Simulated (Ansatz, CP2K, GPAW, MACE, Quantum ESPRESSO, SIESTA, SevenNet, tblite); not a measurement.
# Amorphous Zn12Cd27Se39 (78 atoms): one structure in several programs

Aim: run amorphous Zn12Cd27Se39 (78 atoms) in several programs and set results and cost side by side. A plane-wave run serves as the reference.

Calculated with Quantum ESPRESSO 7.5; Kohn-Sham DFT, PBE, SSSP efficiency 1.3.0 pseudopotentials, plane waves.

### 1. The starting structure

The cell holds 78 atoms: 12 Zn, 27 Cd and 39 Se. Its edges and angles: a = 12.774 Å, b = 12.774 Å, c = 12.774 Å, α = 90.0°, β = 90.0°, γ = 90.0°. 78 atoms (12 Zn, 27 Cd, 39 Se) placed at random at 5.5 g/cm³, melted at 2500 K for 10 ps at fixed volume with the Stillinger-Weber II-VI potential (Zhou et al., Phys. Rev. B 88, 085309 (2013)). Quenched from 2500 K to 100 K at 50 K/ps and fixed volume, held 5 ps. Then every atom was moved at random, 0.02 Å r.m.s. a Cartesian component.

### 2. The reference run

File pw.in:

```
&control
  calculation = 'scf'
  pseudo_dir = './pseudo'
  outdir = './tmp'
  disk_io = 'none'
  tprnfor = .true.
  tstress = .true.
/
&system
  ibrav = 0
  nat = 78
  ntyp = 3
  ecutwfc = 45
  ecutrho = 360
  nosym = .true.
  occupations = 'smearing'
  smearing = 'fd'
  degauss = 0.003675
/
&electrons
  conv_thr = 3.9e-07
  electron_maxstep = 100
  mixing_beta = 0.4
  mixing_mode = 'plain'
  diagonalization = 'david'
/
ATOMIC_SPECIES
Zn 65.380 Zn.upf
Cd 112.414 Cd.upf
Se 78.971 Se.upf
CELL_PARAMETERS angstrom
12.77450 0.00000 0.00000
0.00000 12.77450 0.00000
0.00000 0.00000 12.77450
ATOMIC_POSITIONS crystal
Zn 0.70639 0.74669 0.35816
Zn 0.53604 0.34875 0.87578
Zn 0.76131 0.10277 0.79403
Zn 0.54172 0.06218 0.29426
Zn 0.19438 0.44026 0.63789
Zn 0.01165 0.30381 0.89261
Zn 0.80935 0.03990 0.43292
Zn 0.50937 0.04361 0.97510
Zn 0.45821 0.81853 0.18836
Zn 0.39987 0.29234 0.14898
Zn 0.20978 0.46108 0.30590
Zn 0.01923 0.97093 0.87214
[... 62 atom lines left out ...]
Se 0.61640 0.52426 0.91214
Se 0.16226 0.73058 0.42365
Se 0.97837 0.88726 0.18145
Se 0.05822 0.80491 0.95837
K_POINTS gamma
```

Started as:

```bash
$ OMP_NUM_THREADS=1 pw.x -in pw.in > output.txt
```

Log:

```text
Program PWSCF
     gamma-point specific algorithms are used
     sticks:   dense  smooth     PW     G-vecs:    dense   smooth      PW
     Sum       16677    8349   2085              1622677   573731   71711
     bravais-lattice index     =            0
     lattice parameter (alat)  =      24.1403  a.u.
     unit-cell volume          =   14067.8696 (a.u.)^3
     number of atoms/cell      =           78
     number of atomic types    =            3
     number of electrons       =       798.00
     number of Kohn-Sham states=          479
     kinetic-energy cutoff     =      45.0000  Ry
     charge density cutoff     =     360.0000  Ry
     scf convergence threshold =      3.9E-07
     mixing beta               =       0.4000
[... lines left out ...]
     total energy              =  -10540.82911394 Ry
[... lines left out ...]
     total energy              =  -10540.80344965 Ry
[... lines left out ...]
     total energy              =  -10541.37400514 Ry
[... lines left out ...]
     c_bands:  1 eigenvalues not converged
[... lines left out ...]
     c_bands:  1 eigenvalues not converged
[... lines left out ...]
     c_bands:  1 eigenvalues not converged
[... lines left out ...]
     total energy              =  -10541.68010041 Ry
[... lines left out ...]
     total energy              =  -10541.68010053 Ry
[... lines left out ...]
   -74.0714 -74.0620 -74.0613 -74.0396 -74.0352 -74.0311 -74.0233 -74.0196
   -73.9960 -73.9806 -73.9785 -73.9744 -73.9698 -73.9627 -73.9623 -73.9589
   -73.9504 -73.9459 -73.9338 -73.9254 -73.9239 -73.9171 -73.9155 -73.9138
[...]
10.4857  10.5112  10.5605  10.6227  10.6539  10.6919  10.7342  10.7423
    10.7770  10.8826  10.9144  10.9301  10.9677  10.9831  11.0401  11.0799
    11.1056  11.1973  11.2298  11.2771  11.3337  11.3439  11.3612
     the Fermi energy is     6.1264 ev
!    total energy              =  -10541.68010057 Ry
     estimated scf accuracy    <       0.00000019 Ry
     smearing contrib. (-TS)   =      -0.01807190 Ry
     internal energy E=F+TS    =  -10541.66202867 Ry
     The total energy is F=E-TS. E is the sum of the following terms:
     one-electron contribution =   -7770.96231929 Ry
     hartree contribution      =    4333.47916559 Ry
     xc contribution           =   -2822.33061708 Ry
     ewald contribution        =   -4281.84825789 Ry
     convergence has been achieved in  20 iterations
     Forces acting on atoms (cartesian axes, Ry/au):
     atom    1 type  1   force =     0.00851522   -0.00242840   -0.01368343
     atom    2 type  1   force =     0.00407745    0.00503386   -0.01983205
     atom    3 type  1   force =    -0.00012565   -0.00296429    0.00322139
[...]
atom   77 type  3   force =     0.02720584   -0.01260088    0.01386145
     atom   78 type  3   force =    -0.00420679   -0.01961169   -0.00545966
     Total force =     0.245573     Total SCF correction =     0.001965
     Computing stress (Cartesian axis) and pressure
          total   stress  (Ry/bohr**3)                   (kbar)     P=        6.71
   0.00005707  -0.00002661   0.00001105            8.39       -3.91        1.62
  -0.00002661   0.00002647  -0.00003713           -3.91        3.89       -5.46
   0.00001105  -0.00003713   0.00005321            1.62       -5.46        7.83
     Message from routine punch:
     Nothing written, as per user request (disk_io='none')
```

The job ended after 28 min (1 thread of Arm Neoverse V2, shared host; peak memory 4.9 GiB).

Banners and routine set-up lines are dropped from the logs; longer cuts are marked.

Numbers from this run:

```
r.m.s. force component : 0.4128 eV/Å
longest force          : 1.662 eV/Å
pressure               : 0.6703 GPa
```

### 3. Local order

g(r), total and by pair (bins of 0.2 Å):

| r (Å) | total | Se-Se | Se-Cd | Se-Zn | Cd-Cd | Cd-Zn | Zn-Zn |
| --- | --- | --- | --- | --- | --- | --- | --- |
| 2.30 | 0.14 | 0.00 | 0.00 | 0.94 | 0.00 | 0.00 | 0.00 |
| 2.50 | 2.37 | 0.00 | 2.29 | 10.21 | 0.00 | 0.00 | 0.00 |
| 2.70 | 2.58 | 0.00 | 6.45 | 1.99 | 0.00 | 0.37 | 0.00 |
| 2.90 | 0.57 | 0.13 | 1.36 | 0.00 | 0.55 | 0.00 | 0.00 |
| 3.10 | 0.29 | 0.34 | 0.42 | 0.00 | 0.47 | 0.00 | 0.00 |
| 3.30 | 0.28 | 0.51 | 0.29 | 0.00 | 0.41 | 0.00 | 0.00 |
| 3.50 | 0.38 | 0.44 | 0.45 | 0.00 | 0.55 | 0.20 | 0.90 |
| 3.70 | 0.73 | 1.18 | 0.23 | 0.13 | 1.46 | 1.51 | 0.00 |
| 3.90 | 1.66 | 2.46 | 0.57 | 1.07 | 2.84 | 2.15 | 4.56 |
| 4.10 | 1.72 | 2.79 | 0.66 | 0.73 | 2.17 | 3.06 | 4.14 |
| 4.30 | 1.74 | 2.32 | 1.01 | 1.14 | 1.85 | 3.19 | 3.09 |
| 4.50 | 1.54 | 1.83 | 1.48 | 0.72 | 1.92 | 2.15 | 0.00 |
| 4.70 | 1.20 | 1.33 | 1.17 | 1.35 | 1.25 | 0.68 | 1.06 |
| 4.90 | 0.66 | 0.41 | 0.82 | 0.89 | 0.66 | 0.54 | 0.00 |
| 5.10 | 0.75 | 0.50 | 0.94 | 1.30 | 0.26 | 0.69 | 0.00 |
| 5.30 | 0.61 | 0.66 | 0.67 | 0.76 | 0.17 | 0.74 | 0.00 |
| 5.50 | 0.67 | 0.43 | 0.91 | 0.94 | 0.38 | 0.50 | 0.39 |
| 5.70 | 0.66 | 0.37 | 0.94 | 0.86 | 0.28 | 0.62 | 0.35 |
| 5.90 | 0.75 | 0.44 | 0.90 | 1.17 | 0.84 | 0.36 | 0.33 |
| 6.10 | 1.07 | 0.85 | 1.42 | 1.29 | 0.62 | 0.63 | 1.22 |
| 6.30 | 1.16 | 0.74 | 1.69 | 1.02 | 0.98 | 0.96 | 0.29 |

Bonds by pair of elements; cutoffs follow the first minimum of g(r), held within bounds set by covalent radii, and pairs that aren't listed don't count as bonded:

| pair A-B | cutoff (Å) | bonds | mean length (Å) | spread (Å) | shortest (Å) | B about A | A about B |
| --- | --- | --- | --- | --- | --- | --- | --- |
| Se-Cd | 3.27 | 99 | 2.71 | 0.147 | 2.47 | 2.54 | 3.67 |
| Se-Zn | 3.12 | 47 | 2.52 | 0.086 | 2.37 | 1.21 | 3.92 |

How many atoms have how many bonded neighbours:

| element | mean | 1 | 2 | 3 | 4 | 5 |
| --- | --- | --- | --- | --- | --- | --- |
| Cd | 3.67 | 1 | 1 | 7 | 15 | 3 |
| Se | 3.74 | 0 | 1 | 10 | 26 | 2 |
| Zn | 3.92 | 0 | 0 | 1 | 11 | 0 |

Rings of the network by King's shortest-path rule, up to 12 atoms, one path for each pair of neighbours; H, halogens, alkali and alkaline-earth atoms are left out:

| ring size (atoms) | rings | per network atom |
| --- | --- | --- |
| 4 | 1 | 0.013 |
| 6 | 104 | 1.33 |
| 8 | 39 | 0.5 |
| 10 | 3 | 0.038 |

### 4. What was run beside it

The programs:
- CP2K 2026.2: Gaussian basis with GTH pseudopotentials and a plane-wave density; labels give functional, basis (MOLOPT sets; SR short-range, UZH the newer set with its own potentials), grid cutoff/relative cutoff and solver (OT: orbital transformation; TRS4, TC2, SIGN: linear-scaling purification with its sparsity filter), or its built-in tight binding.
- GPAW 26.7.0: PAW with atomic orbitals (LCAO), plane waves or a real-space grid of spacing h.
- MACE: machine-learned potential, published weights.
- SIESTA 5.4.2: numerical atomic orbitals, whose automatically made sets are far from complete, with PseudoDojo norm-conserving potentials that we converted to its format (checked against plane waves on the same files for H, C, O, Si, Ge and Ca alone); labels give functional, basis size, energy shift and mesh cutoff.
- SevenNet: machine-learned potential, published weights.
- tblite 0.8.0: extended tight binding, driven from Python.

All use the same cell and atoms; the electronic-structure runs use the same k-mesh, and an electronic temperature of 580 K (0.05 eV) where levels are smeared.

Differences are against the plane-wave reference, forces as r.m.s. over components; share is that over the reference's r.m.s. force, slope the least-squares factor from reference forces to these. Total energies of different programs have different zeros and aren't compared.

| run | Δ force, r.m.s. (meV/Å) | share (%) | slope | Δ pressure (GPa) | cores | CPU time | memory (GiB) |
| --- | --- | --- | --- | --- | --- | --- | --- |
| reference | - | - | - | - | 1 | 28 min | 4.9 |
| CP2K PBE, DZVP-MOLOPT-SR, 560/50 Ry, diagonalisation (coarse) | 37.5 | 9.08 | 1.051 | 1.23 | 2 | 5.7 min | 5.8 |
| CP2K PBE, DZVP-MOLOPT-SR, 800/50 Ry, diagonalisation | 35.9 | 8.70 | 1.055 | 1.23 | 2 | 6.6 min | 9.1 |
| GPAW PBE, LCAO dzp, h 0.2 Å | 34.6 | 8.39 | 1.029 | - | 1 | 4.4 min | 2.0 |
| GPAW PBE, LCAO dzp, h 0.22 Å (coarse) | 33.1 | 8.03 | 1.026 | - | 1 | 3.8 min | 1.7 |
| GPAW PBE, LCAO szp(dzp), h 0.2 Å (coarse) | 48.5 | 11.7 | 1.058 | - | 1 | 3.2 min | 1.9 |
| GPAW revPBE, LCAO dzp, h 0.2 Å | 48.9 | 11.9 | 1.062 | - | 1 | 4.6 min | 2.0 |
| MACE MPA-0 medium potential | 82.4 | 20.0 | 0.958 | 0.688 | 1 | 6 s | 0.86 |
| SIESTA PBE, DZ, shift 0.01 Ry, mesh 500 Ry (coarse) | 246 | 59.5 | 1.198 | -0.0749 | 2 | 4.2 min | 1.7 |
| SIESTA PBE, DZP, shift 0.005 Ry, mesh 500 Ry | 108 | 26.2 | 1.097 | 0.983 | 2 | 8.2 min | 2.7 |
| SIESTA PBE, DZP, shift 0.01 Ry, mesh 500 Ry | 115 | 27.8 | 1.099 | -0.441 | 2 | 6.8 min | 2.3 |
| SIESTA PBE, SZP, shift 0.01 Ry, mesh 500 Ry (coarse) | 133 | 32.3 | 1.185 | -1.43 | 2 | 5.2 min | 2.2 |
| SevenNet 0 potential | 101 | 24.4 | 0.927 | 0.415 | 1 | 5.6 s | 0.78 |
| SevenNet l3i5 potential | 96.5 | 23.4 | 0.943 | 0.372 | 1 | 7.2 s | 0.99 |
| tblite GFN1-xTB | 202 | 48.9 | 0.789 | 1.28 | 1 | 3.8 s | 0.15 |

Rows marked coarse use a setting chosen to be so.

Times of the machine-learned potentials are mostly Python's start and the loading of weights.

CPU time is summed over cores on a shared host, where runs went side by side, so it is rough. Symmetry, cutoffs, thresholds, outputs and thread counts weren't matched or tuned between programs; memory under MPI is the largest rank's times the ranks.

Mean charges by element (e), by run and scheme:

| run | scheme | Zn | Cd | Se |
| --- | --- | --- | --- | --- |
| CP2K PBE, DZVP-MOLOPT-SR, 560/50 Ry, diagonalisation | Mulliken | +0.13 | +0.23 | -0.20 |
| CP2K PBE, DZVP-MOLOPT-SR, 560/50 Ry, diagonalisation | Hirshfeld | +0.22 | +0.25 | -0.24 |
| CP2K PBE, DZVP-MOLOPT-SR, 800/50 Ry, diagonalisation | Mulliken | +0.13 | +0.23 | -0.20 |
| CP2K PBE, DZVP-MOLOPT-SR, 800/50 Ry, diagonalisation | Hirshfeld | +0.22 | +0.25 | -0.24 |
| SIESTA PBE, DZP, shift 0.005 Ry, mesh 500 Ry | Hirshfeld | +0.62 | +0.28 | -0.38 |
| SIESTA PBE, DZP, shift 0.01 Ry, mesh 500 Ry | Hirshfeld | +0.62 | +0.28 | -0.39 |
| tblite GFN1-xTB | Mulliken | +0.16 | +0.11 | -0.12 |

Within one program, basis, potentials and functional, energies share a zero. Each run against its twin at the usual cutoff or grid and solver:

| run | twin | Δ energy (meV/atom) | Δ force, r.m.s. (meV/Å) | CPU time over the twin's |
| --- | --- | --- | --- | --- |
| CP2K PBE, DZVP-MOLOPT-SR, 560/50 Ry, diagonalisation | DZVP-MOLOPT-SR, 800/50 Ry, diagonalisation | -0.0411 | 26.7 | 0.86 |
| GPAW PBE, LCAO dzp, h 0.22 Å | LCAO dzp, h 0.2 Å | 11.8 | 23.7 | 0.86 |

### 5. Results

```
reference r.m.s. force component                       : 0.413 eV/Å
nearest in forces                                      : GPAW PBE, LCAO dzp, h 0.22 Å (coarse), 8.0 %
farthest in forces                                     : SIESTA PBE, DZ, shift 0.01 Ry, mesh 500 Ry (coarse), 60 %
cheapest electronic-structure run beside the reference : tblite GFN1-xTB, 3.8 s of CPU time
```

The PBE runs in local orbitals, coarse settings apart, differ by 8.4 % (GPAW PBE, LCAO dzp, h 0.2 Å) to 28 % (SIESTA PBE, DZP, shift 0.01 Ry, mesh 500 Ry); basis, grid and potentials can all enter. Tight binding differs by 49 % (tblite GFN1-xTB); it is another model, with fitted parameters of its own, and the xTB methods hold dispersion. Machine-learned potentials differ by 20 % (MACE MPA-0 medium potential) to 24 % (SevenNet 0 potential); they were trained on other programs' data. Rows with another functional or a dispersion term differ by 12 % (GPAW revPBE, LCAO dzp, h 0.2 Å), which mixes the change of model with differences of basis and potentials. Runs with settings chosen to be coarse differ by 8.0 % (GPAW PBE, LCAO dzp, h 0.22 Å) to 60 % (SIESTA PBE, DZ, shift 0.01 Ry, mesh 500 Ry), their programs' other errors included. Of the electronic-structure runs that take under half the reference's CPU time, GPAW PBE, LCAO dzp, h 0.22 Å comes nearest, at 8.0 % in 3.8 min against 28 min. SIESTA PBE, SZP, shift 0.01 Ry, mesh 500 Ry stiffens the forces by a factor of 1.19 while following their directions (correlation 0.976); the slopes of the 4 SIESTA runs lie between 1.10 and 1.20. Charges hang on model, scheme and program or settings: among these rows the mean for Zn runs from +0.13 to +0.62 e. In the reference: levels near the Fermi energy are neither full nor empty under the smearing, so no gap is quoted. In the reference: first main peaks of g(r), for some of the pairs, lie near 4.2 Å (Se-Se), 2.7 Å (Se-Cd), 2.5 Å (Se-Zn), 3.9 Å (Cd-Cd) and 4.0 Å (Zn-Zn). Periodic xTB results under one method name differ between programs and library versions. The potentials hold different valence shells: 798 electrons in the reference, 1404 in SIESTA, 702 in GPAW and 702 in CP2K with DZVP-MOLOPT-SR; this bears on time and differences. The reference's pressure holds the uncorrected Pulay stress of its 45 Ry basis, so small pressure differences, and their order, may be the reference's own error. Machine-learned potentials mimic data converged in k, so the reference's own k-point error enters their differences. The quench rate of 50 K/ps is many orders above laboratory rates, so the cell is likely richer in defects and strain than a real sample. The network of bonds at the start is that of the classical potential that made the cell, and needn't be the one that DFT or experiment would give. The electronic-structure runs sample only Γ, in a cell whose shortest periodic width is 13 Å, which is coarse for a cell with partly filled levels.

[Long decimals in the printed logs are rounded to 6 places.]

[Also dropped from logs without a mark: lines with file paths, logging warnings of Python, QE's lines on negative density and diagonalisation, SIESTA's first energy breakdown, zero terms and Voronoi charges.]

[Logs are printed without paths, hosts, clocks, repeated set-up lines and the standing remarks that a program may print on its own settings, such as how far it seeks lower states.]

[Hosts, paths, dates, database ids (printed as entryN), source tags and the programs' standing remarks are cut or masked in the printed files.]

[Not all failed runs are listed: runs killed by the host, ended in a Python traceback or in CONQUEST's support-function errors, and SIESTA runs with faulty potentials for Cu, Fe, Ni or Zn are left out.]
